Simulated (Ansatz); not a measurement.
# AgF (model cell, started as NiAs type): following an unstable mode

Wanted: the energy along a soft mode of AgF (model cell, started as NiAs type) and the structure at the end.

Calculated with Ansatz 0.2.0; DFT PBEsol, scalar-relativistic, plane waves, PAW.

The structure was built from a prototype and need not be the compound's stable phase.

### 1. The structure

The structure is hexagonal, space group P6_3/mmc (No. 194). The conventional cell has a = 3.038 Å, b = 3.038 Å, c = 6.862 Å, α = 90.00°, β = 90.00°, γ = 120.00°. Nearest to Ag lie 6 F at 2.45 Å. Nearest to F lie 6 Ag at 2.45 Å. Farther neighbours and most contacts between anions are not listed.

### 2. Response at finite wavevector

The cell comes from relaxations at this level that are not shown. Stability and thermal properties need the whole zone. Linear response on a 3×3×2 q mesh gives force constants as far as a supercell of that size would.

input.yaml reads:

```yaml
crystal:
  lattice:
    - [3.0380659028, 2.5779e-06, 0.0]
    - [-1.5190351839, 2.6310409612, 0.0]
    - [0.0, 0.0, 6.8619586866]
  atoms:
    - { symbol: Ag, position: [0.0, 0.0, 0.0] }
    - { symbol: Ag, position: [0.0, 0.0, 0.5] }
    - { symbol: F, position: [0.3333333333, 0.6666666667, 0.25] }
    - { symbol: F, position: [0.6666666667, 0.3333333333, 0.75] }
kpoints:
  mp_grid: { grid: [15, 15, 6] }
hamiltonian:
  xc: pbesol
scf:
  occupations: { method: methfessel_paxton, width: 0.2 }
output:
  eigenvalues: true
phonons:
  method: dfpt
  qmesh: [3, 3, 2]
  temperatures: { t_max: 1000, t_step: 50 }
  qpath:
    path:
      - [[0.0, 0.0, 0.0], [0.5, 0.0, 0.0], [0.33333333, 0.33333333, 0.0], [0.0, 0.0, 0.0], [0.0, 0.0, 0.5], [0.5, 0.0, 0.5], [0.33333333, 0.33333333, 0.5], [0.0, 0.0, 0.5]]
      - [[0.5, 0.0, 0.5], [0.5, 0.0, 0.0]]
      - [[0.33333333, 0.33333333, 0.5], [0.33333333, 0.33333333, 0.0]]
    npoints: 10
```

Launch:

```console
ansatz run input.yaml --threads 4 --pin off --max-ram 7168MiB --backend cpu --events-out ev --progress --plain --runs-dir out
```

Numbers of over 12 decimals in the logs are rounded to 6 here.

The program printed:

```text
Warning: phonons: the dynamical matrix that this run interpolates holds no multipole term above the dipole-dipole one, and a site of this crystal is no centre of inversion, so its interpolated transverse optical and acoustic branches and sound speeds can stay off near Gamma, and the density of states and the thermodynamics with them. What a run solves at a wave vector of phonons.qpoints, Gamma apart, where the deck admits one, is free of this, and under fd what a larger phonons.supercell samples
Engine: ansatz 0.2.0, x86_64-unknown-linux-gnu
Pseudopotentials: kind: paw
Pseudopotential: Ag, paw, valence charge 19, recommended cutoff 420 eV (normal), Ag.paw.azcp
Pseudopotential: F, paw, valence charge 7, recommended cutoff 420 eV (normal), F.paw.azcp
Functional definition: PBEsol
  exchange = pbesol_x
  correlation = pbesol_c
Crystal: 4 atoms, lattice volume = 54.850 Å³
Basis set: ecut = 420 eV, 1079 PW (Γ), exchange–correlation on 48×48×96 points (8 copies of the dense FFT grid, shifted against one another)
Bands: 32, of which v1, the nominal top of the filled ones, is band 26 counted from 1 (25 counted from 0)
Symmetry: 24 space group operations
k-points: 108 of 1350
Non-local potential: Ag, projectors of the file, l = 0: 3, l = 1: 2, l = 2: 2, l = 3: 1
Non-local potential: F, projectors of the file, l = 0: 2, l = 1: 2, l = 2: 1
PAW form: soft (Blöchl's): semilocal exchange-correlation on the pseudo side does not see the compensation charge
PAW frozen core: Ag, regenerated for the run's functional, and the local potential with it (the file was generated under x = pbe(κ = 0.804, μ = 0.219515), c = pbe(β = 0.066725))
PAW frozen core: F, regenerated for the run's functional, and the local potential with it (the file was generated under x = pbe(κ = 0.804, μ = 0.219515), c = pbe(β = 0.066725))
PAW one-centre angular grid: Ag, 590 points (default); XC on 64 Gauss nodes
PAW one-centre angular grid: F, 110 points (default); XC on 64 Gauss nodes
Initial density: superposition of atomic densities (neutral atoms: chi_scale 0, normalization atom), corrected by the library's trained network
Initial wavefunctions: pseudopotential atomic-orbital guess
Functional: x = pbesol(κ = 0.804, μ = 0.123457), c = pbesol(β = 0.046)
SCF iter   1: F=—  HF=-16643.177056 eV  |F-HF|=—  |Δ(HF+E_count)|=         —  Δρ=1.76e-2  dr2=1.19e-1  ethr=1.77e-3  ⟨swp⟩=4.7  Hψ=11685  notcnv=0
preconditioner: auto → LDOS  [metal: Δε(μ)=0.059 eV  Ē_g=13.144 eV  σ=0.200 eV  W_gap=0.25  n_scr=22 (ndim 8)  ℏωp=30.1 eV  f_vac=0.034  D(μ)=1.24/eV (n_scr^D=4)  β→1.0]
SCF iter   2: F=—  HF=-16643.212149 eV  |F-HF|=—  |Δ(HF+E_count)|=   3.51e-2  S|Δr|=    0.00e0  Δρ=2.42e-2  dr2=2.12e-1  ethr=2.29e-4  ⟨swp⟩=2.0  Hψ=7389  notcnv=0  defer=169
SCF iter   3: F=—  HF=-16643.152152 eV  |F-HF|=—  |Δ(HF+E_count)|=   6.00e-2  S|Δr|=    0.00e0  Δρ=7.62e-3  dr2=2.05e-2  ethr=2.29e-4  ⟨swp⟩=2.2  Hψ=5023  notcnv=0  defer=169
SCF iter   4: F=—  HF=-16643.145712 eV  |F-HF|=—  |Δ(HF+E_count)|=   6.44e-3  S|Δr|=    0.00e0  Δρ=5.96e-4  dr2=1.80e-4  ethr=3.95e-5  ⟨swp⟩=2.0  Hψ=5007  notcnv=0  defer=169
SCF iter   5: F=—  HF=-16643.145678 eV  |F-HF|=—  |Δ(HF+E_count)|=   3.40e-5  S|Δr|=    0.00e0  Δρ=7.19e-5  dr2=1.10e-6  ethr=3.46e-7  ⟨swp⟩=2.2  Hψ=5264  notcnv=0  defer=169
SCF iter   6: F=—  HF=-16643.145669 eV  |F-HF|=—  |Δ(HF+E_count)|=   9.02e-6  S|Δr|=    0.00e0  Δρ=6.76e-6  dr2=1.78e-8  ethr=2.11e-9  ⟨swp⟩=2.0  Hψ=5385  notcnv=0  defer=157
SCF iter   7: F=—  HF=-16643.145669 eV  |F-HF|=—  |Δ(HF+E_count)|=  7.28e-12  S|Δr|=    0.00e0  Δρ=7.54e-7  dr2=2.05e-10  ethr=3.42e-11  ⟨swp⟩=2.1  Hψ=4681  notcnv=0  defer=156
SCF iter   8: F=-16643.145669 eV  HF=-16643.145669 eV  |F-HF|=3.64e-12  |Δ(HF+E_count)|=  3.64e-12  S|Δr|=    0.00e0  Δρ=7.69e-8  dr2=9.85e-13  ethr=1.00e-12  ⟨swp⟩=9.2  Hψ=16382  notcnv=0
SCF 1 converged in 8 iterations: F = -16643.145669 eV  dr2 = 9.85e-13
  greatest PAW one-centre occupation: 1.001 electrons in one spin orbital (limit 2), on the Ag atom at site 1 (counted from 0), in its partial waves of l = 0
Initial density: read from a saved state, or passed on in memory by an earlier SCF of this step, an earlier step, the calling program or the single point that the run made first
iter 1 solved again at ethr=6.20e-9 eV; its pass at ethr=3.10e-3 eV (dr2=3.23e-6 eV) is discarded
SCF iter   1: F=—  HF=-16643.145669 eV  |F-HF|=—  |Δ(HF+E_count)|=         —  Δρ=1.97e-7  dr2=1.19e-11  ethr=6.20e-9  ⟨swp⟩=3.7  Hψ=21308  notcnv=0
eigensolver tolerance schedule: the retry pair's looser diagonalisation over-reported the residual by 270894.67 of it (diagonalisation noise at 1.18 of the residual, at the tolerance the schedule requests for it); recorded, not acted on — ethr = c·dr2/N_el stays at c = 1.0e-1
preconditioner: auto → LDOS  [insulator: Δε(μ)=0.140 eV  Ē_g=13.243 eV  σ=0.200 eV  W_gap=0.53  n_scr=22 (ndim 8)  ℏωp=30.1 eV  f_vac=0.031  D(μ)=1.20/eV (n_scr^D=4)  ε∞_Penn≈6.2  β→1.0]
SCF iter   2: F=—  HF=-16643.145669 eV  |F-HF|=—  |Δ(HF+E_count)|=   1.03e-9  S|Δr|=    0.00e0  Δρ=3.94e-7  dr2=5.42e-11  ethr=1.00e-12  ⟨swp⟩=2.3  Hψ=6320  notcnv=0
SCF iter   3: F=-16643.145669 eV  HF=-16643.145669 eV  |F-HF|=7.28e-12  |Δ(HF+E_count)|=  2.18e-11  S|Δr|=    0.00e0  Δρ=1.11e-7  dr2=3.93e-12  ethr=1.00e-12  ⟨swp⟩=2.9  Hψ=10093  notcnv=0
SCF 2 converged in 3 iterations: F = -16643.145669 eV  dr2 = 3.93e-12
phonons: the bands overlap, so this run is a metal and interpolates without the dipole-dipole term. If the crystal is really an insulator or semiconductor, its LO-TO splitting is missing
NSCF: frozen V_eff on 108 k-points
NSCF: frozen V_eff on 676 k-points
DFPT response loops at q = (0, 0, 0) (fractional): preconditioner auto → Kerker (q_TF=auto, 2.704 Å⁻¹) (partly filled bands, converged f_vac=0.031); β = 1.00, the filter's whole step (`scf.mixing.beta` (0.50) is not read by the response loops under this deck's `scf.mixing.preconditioner`; to damp them name `kerker` or `kerker_dos`, under which they read `scf.mixing.beta`, and type it under 1.00, their step now; both keys bind the ground state too); Broyden in place of MSR1
NSCF: frozen V_eff on 1352 k-points
DFPT response loops at q = (0, 0, -0.5) (fractional): mixed as the last ones told, above
NSCF: frozen V_eff on 2700 k-points
DFPT response loops at q = (0, 0.333333, 0) (fractional): mixed as the last ones told, above
NSCF: frozen V_eff on 2700 k-points
DFPT response loops at q = (0, 0.333333, -0.5) (fractional): mixed as the last ones told, above
NSCF: frozen V_eff on 2700 k-points
DFPT response loops at q = (0.333333, 0.333333, 0) (fractional): mixed as the last ones told, above
NSCF: frozen V_eff on 2700 k-points
DFPT response loops at q = (0.333333, 0.333333, -0.5) (fractional): mixed as the last ones told, above
SCF converged after 8 iterations
Stability not checked: this state was not tested for a lower state beside it, because cold or Methfessel-Paxton smearing, or corrected tetrahedra, fill the levels in a way that the test cannot read (fill_not_monotonic; see scf.lower_state_search)
Free energy (F): -16643.145669 eV
Harris-Foulkes:  -16643.145669 eV  (|F-HF|=3.64e-12)
Internal energy: -16643.152227 eV  (E = F + TS)
E sigma→0 (E₀):  -16643.147308 eV
Entropy (-TS):   0.006557 eV (1.639 meV/atom)
Fermi energy:    10.301415 eV
--- Per-component energies (eV) ---
  E_band       = -625.256868
  E_kinetic    = 1465.817424
  E_local      = -5894.791752  (includes V_loc(G=0)·N_el)
  E_nonlocal   = 321.254040
  E_hartree    = 2555.269447
  E_xc         = -519.751237
  E_vxc        = -665.066560  (∫ρ·V_xc dr)
  E_paw        = -8062.253917  (= ΣΔE_a)
  E_vpaw       = -963.013296  (= ΣTr[D̂ρ^β])
  E_aug_tail   = 0.004373  (compensation charges beyond the density's cutoff)
  E_ewald      = -6509.430968
  E_core_change = 0.730363  (= ΣΔE_core)
  E_smearing   = 0.006557  (= −TS)
  E_closure    = -0.000000  (closes the sum)
  Σ components = -16643.145669   (vs F -16643.145669, Δ=0.00e0)
--- Band table (eV; the first three rows and the last of 108) ---
  k-point 0: bands = [... 22 lower, 9.0142, 9.0142, 9.7516, 9.7525, 9.7525, 14.2040, 15.7915, 22.9835, ... 2 higher]
  k-point 1: bands = [... 22 lower, 9.0560, 9.0560, 9.7046, 9.7046, 9.9817, 13.5348, 16.5340, 22.1055, ... 2 higher]
  k-point 2: bands = [... 22 lower, 9.1862, 9.1862, 9.5700, 9.5700, 10.6024, 12.4864, 17.8052, 20.6660, ... 2 higher]
  k-point 107: bands = [... 22 lower, 9.1893, 9.1893, 10.2581, 10.2581, 17.9408, 17.9408, 18.1088, 18.1088, ... 2 higher]
--- Phonons (Γ-DFPT): 4 representative perturbations + reference (Σ response iterations 14) ---
  ASR residual: 5.151e-5 → 0.000e0 eV/Å²; symmetrization residual: 2.884e-6 eV/Å²
  ASR residual per site (eV/Å²): 2.44e-5 2.44e-5 5.15e-5 5.15e-5
  Γ frequencies (cm⁻¹): -26.44 -26.44 0.00 0.00 0.00 40.58 40.58 116.09 116.09 164.11 258.48 314.38
--- Phonons (arbitrary-q DFPT): 6 irreducible q on the 3×3×2 mesh ---
  q = [0.0000, 0.0000, 0.0000] (star 1, of the zone-centre solve; hermiticity 7.87e-7, symmetrization 1.32e-7): -26.44 -26.44 -0.00 0.00 0.00 40.58 40.58 116.09 116.09 164.11 258.48 314.38
  q = [0.0000, 0.0000, -0.5000] (star 1, 4 solved perturbations in 1382 linear systems a pass and spin channel, the states on 676 of 1350 k-point pairs; hermiticity 6.06e-7, symmetrization 1.14e-7): -21.53 -21.53 -21.53 -21.53 82.31 82.31 82.31 82.31 111.13 111.13 296.54 296.54
  q = [0.0000, 0.3333, 0.0000] (star 6, 6 solved perturbations in 5700 linear systems a pass and spin channel, the states on 1350 of 1350 k-point pairs; hermiticity 1.09e-6, symmetrization 2.80e-7): -20.19 36.23 50.42 59.72 62.24 91.79 118.88 155.45 191.93 216.03 221.98 261.20
  q = [0.0000, 0.3333, -0.5000] (star 6, 6 solved perturbations in 5700 linear systems a pass and spin channel, the states on 1350 of 1350 k-point pairs; hermiticity 1.01e-6, symmetrization 3.53e-7): 36.41 36.41 42.65 42.65 105.84 105.84 119.48 119.48 211.28 211.28 239.28 239.28
  q = [0.3333, 0.3333, 0.0000] (star 2, 4 solved perturbations in 2680 linear systems a pass and spin channel, the states on 1350 of 1350 k-point pairs; hermiticity 9.65e-7, symmetrization 1.76e-7): -35.71 -35.71 74.63 80.72 90.44 90.44 183.60 183.60 202.08 202.08 218.31 225.59
  q = [0.3333, 0.3333, -0.5000] (star 2, 4 solved perturbations in 2680 linear systems a pass and spin channel, the states on 1350 of 1350 k-point pairs; hermiticity 1.22e-6, symmetrization 3.18e-7): -35.60 -35.60 76.58 76.58 97.37 97.37 131.07 131.07 220.02 220.02 229.49 229.49
  sum rule: each row above includes the acoustic sum rule's correction from the zone centre's row sums; it moved no ω² by more than (0.86 cm⁻¹)²
  mesh force constants: q→R imaginary residual 1.17e-16; ASR residual 5.151e-5 → 0.000e0 eV/Å²; symmetrization residual 2.665e-15 eV/Å²
  interpolated dispersion: 93 rows × 12 modes
  density of states and harmonic sums: on the 24×24×10 q-mesh, interpolated from the force constants of a 3×3×2 supercell (no non-analytic term)
  largest difference from the sums on the solved wave vectors: F 1.19e-1 eV, S 1.51e-4 and C_V 3.23e-5 eV/K
  zero-point energy: 0.090728 eV/cell   skipped modes (ω ≤ 0): 371, of them read as no rigid motion or as one in doubt: 368 (9.047e-1 modes/cell left out, lowest -37.30 cm⁻¹)   left out of the sums: 7.54e-2 of the cell's modes: C_V's classical limit lies that fraction below 3 k_B per atom; for a crystal, a wire or a layer, F and S can be off by more, and a phonons.interpolated_qmesh denser along its periods is the remedy for the sampling
```

Elapsed: 9.5 min, on 4 threads of Intel Xeon 6975P-C (Granite Rapids), shared host; peak memory 4.7 GiB; 35 min of CPU time.

Numbers from this step:

| Property | Result |
| --- | --- |
| volume per atom | 13.71 Å³ |
| gap on the k-mesh | 0 eV |
| sum-rule residual before enforcement | 5.15e-5 eV/Å² |
| lowest frequency on the path | -37.28 cm⁻¹ |
| point group | 6/mmm |
| highest frequency on the path or at a solved wavevector | 314.4 cm⁻¹ |
| highest optical mode at the zone centre (no LO-TO term) | 314.4 cm⁻¹ |
| lowest optical zone-centre mode | -26.44 cm⁻¹ |
| lowest mode on the q mesh (acoustic modes at Γ apart) | -35.71 cm⁻¹ |

Frequencies (cm⁻¹) solved at each irreducible wavevector; negative means imaginary. Frequencies by wavevector, by row:

```
q in reciprocal lattice units  star  mode 1  mode 2  mode 3  mode 4  mode 10  mode 11  mode 12
                        0 0 0     1   -26.4   -26.4       0       0    164.1    258.5    314.4
                     0 0 -0.5     1   -21.5   -21.5   -21.5   -21.5    111.1    296.5    296.5
                   0 0.3333 0     6   -20.2    36.2    50.4    59.7      216      222    261.2
                0 0.3333 -0.5     6    36.4    36.4    42.6    42.6    211.3    239.3    239.3
              0.3333 0.3333 0     2   -35.7   -35.7    74.6    80.7    202.1    218.3    225.6
           0.3333 0.3333 -0.5     2   -35.6   -35.6    76.6    76.6      220    229.5    229.5
```

Interpolated from a 3×3×2 q mesh. Phonon branches along the path, in cm⁻¹:

```
    point  branch 1  branch 2  branch 3  branch 4  branch 9  branch 10  branch 11  branch 12
        Γ       -26       -26         0         0       116        164        258        314
  halfway       -18        19        49        54       180        196        218        279
        M       -33        46        48        64       166        239        246        252
  halfway       -36        34        64        74       176        230        232        242
        K       -36       -36        75        81       202        202        218        226
  halfway       -24        41        48        65       199        201        209        268
        Γ       -26       -26         0         0       116        164        258        314
  halfway       -27       -27       -11       -11       106        149        272        311
        A       -22       -22       -22       -22       111        111        296        296
  halfway        24        24        35        35       184        184        257        257
        L        46        46        70        70       205        205        251        251
  halfway        24        24        76        76       208        208        243        243
        H       -36       -36        77        77       220        220        230        230
  halfway        13        13        51        51       195        195        246        246
        A       -22       -22       -22       -22       111        111        296        296
jump to L        46        46        70        70       205        205        251        251
  halfway        24        46        46        82       176        227        250        252
        M       -33        46        48        64       166        239        246        252
jump to H       -36       -36        77        77       220        220        230        230
  halfway       -36       -36        75        79       218        221        221        224
        K       -36       -36        75        81       202        202        218        226
```

Symmetry leaves 6 wavevectors to solve. The lowest mode among them, the acoustic zeros apart, lies at q = (0.333, 0.333, 0) and is imaginary, 35.7i cm⁻¹, so the energy falls along it.

### 3. The mode frozen in, largest atomic shift 0 Å

The mode followed lies at q = (0.333, 0.333, 0) with frequency 35.7i cm⁻¹ and is 2-fold degenerate, the softest among the wavevectors solved. At small amplitude the distorted cell has space group no. 36 by a symmetry search on the positions. The undistorted cell that holds it gives the zero of energy on the same k mesh.

System of this step: AgF (model cell, started as NiAs type). Symmetry: P6_3/mmc, No. 194, hexagonal system. The conventional cell has a = 3.038 Å, b = 3.038 Å, c = 6.862 Å, α = 90.00°, β = 90.00°, γ = 120.00°. Nearest to Ag lie 6 F at 2.45 Å. F has 6 Ag at 2.45 Å nearest. Farther neighbours and most contacts between anions are not listed.

input.yaml reads:

```yaml
crystal:
  lattice:
    - [4.5570966216, 2.6310461171, 0.0]
    - [-4.4651e-06, 5.2620845003, 0.0]
    - [0.0, 0.0, 6.8619586866]
  atoms:
    - { symbol: Ag, position: [0.3333333333, 0.3333333333, 0.0] }
    - { symbol: Ag, position: [0.6666666667, 0.6666666667, 0.0] }
    - { symbol: Ag, position: [0.0, 1.0, 0.0] }
    - { symbol: Ag, position: [0.3333333333, 0.3333333333, 0.5] }
    - { symbol: Ag, position: [0.6666666667, 0.6666666667, 0.5] }
    - { symbol: Ag, position: [0.0, 1.0, 0.5] }
    - { symbol: F, position: [1.0, 0.3333333333, 0.25] }
    - { symbol: F, position: [0.3333333333, 0.6666666667, 0.25] }
    - { symbol: F, position: [0.6666666667, 0.0, 0.25] }
    - { symbol: F, position: [0.3333333333, 0.0, 0.75] }
    - { symbol: F, position: [0.6666666667, 0.3333333333, 0.75] }
    - { symbol: F, position: [1.0, 0.6666666667, 0.75] }
kpoints:
  mp_grid: { grid: [9, 9, 6] }
hamiltonian:
  xc: pbesol
scf:
  occupations: { method: methfessel_paxton, width: 0.2 }
output:
  forces: true
  stress: true
  eigenvalues: true
```

The program printed:

```text
[...]
Crystal: 12 atoms, lattice volume = 164.549 Å³
Basis set: ecut = 420 eV, 3221 PW (Γ), exchange–correlation on 72×72×96 points (8 copies of the dense FFT grid, shifted against one another)
Bands: 94, of which v1, the nominal top of the filled ones, is band 78 counted from 1 (77 counted from 0)
Symmetry: 72 space group operations
[...]
k-points: 48 of 486
[...]
k-point 0: bands = [... 74 lower, 9.7525, 9.8427, 9.8427, 9.8427, 9.8427, 14.2040, 15.7915, 17.8946, ... 12 higher]
  k-point 1: bands = [... 74 lower, 9.9817, 9.9941, 9.9941, 9.9941, 9.9941, 13.5348, 16.5340, 17.8954, ... 12 higher]
  k-point 2: bands = [... 74 lower, 10.1840, 10.1840, 10.1840, 10.1840, 10.6024, 12.4864, 17.8052, 17.9075, ... 12 higher]
  k-point 47: bands = [... 74 lower, 9.5752, 9.5752, 9.5752, 9.5752, 13.7622, 13.7622, 13.7622, 13.7622, ... 12 higher]
[key lines of the parts left out:]
SCF converged after 7 iterations
Free energy (F): -49929.436955 eV
Fermi energy:    10.301474 eV
P = ⅓ Tr σ = -0.0030 GPa (-0.030 kbar)
```

It took 6.1 s on 4 threads; peak memory 0.98 GiB; 22 s of CPU time.

This step gave:

| Quantity | Value |
| --- | --- |
| pressure | -0.002974 GPa |
| energy from the undistorted cell | 0 meV/atom |

The run ends at a pressure of 0.00 GPa.

(Continued in part 2 of 2.)

[Logs are printed without paths, hosts, clocks, repeated set-up lines and the standing remarks that a program may print on its own settings, such as how far it seeks lower states.]

[Hosts, paths, dates, database ids (printed as entryN), source tags and the programs' standing remarks are cut or masked in the printed files.]
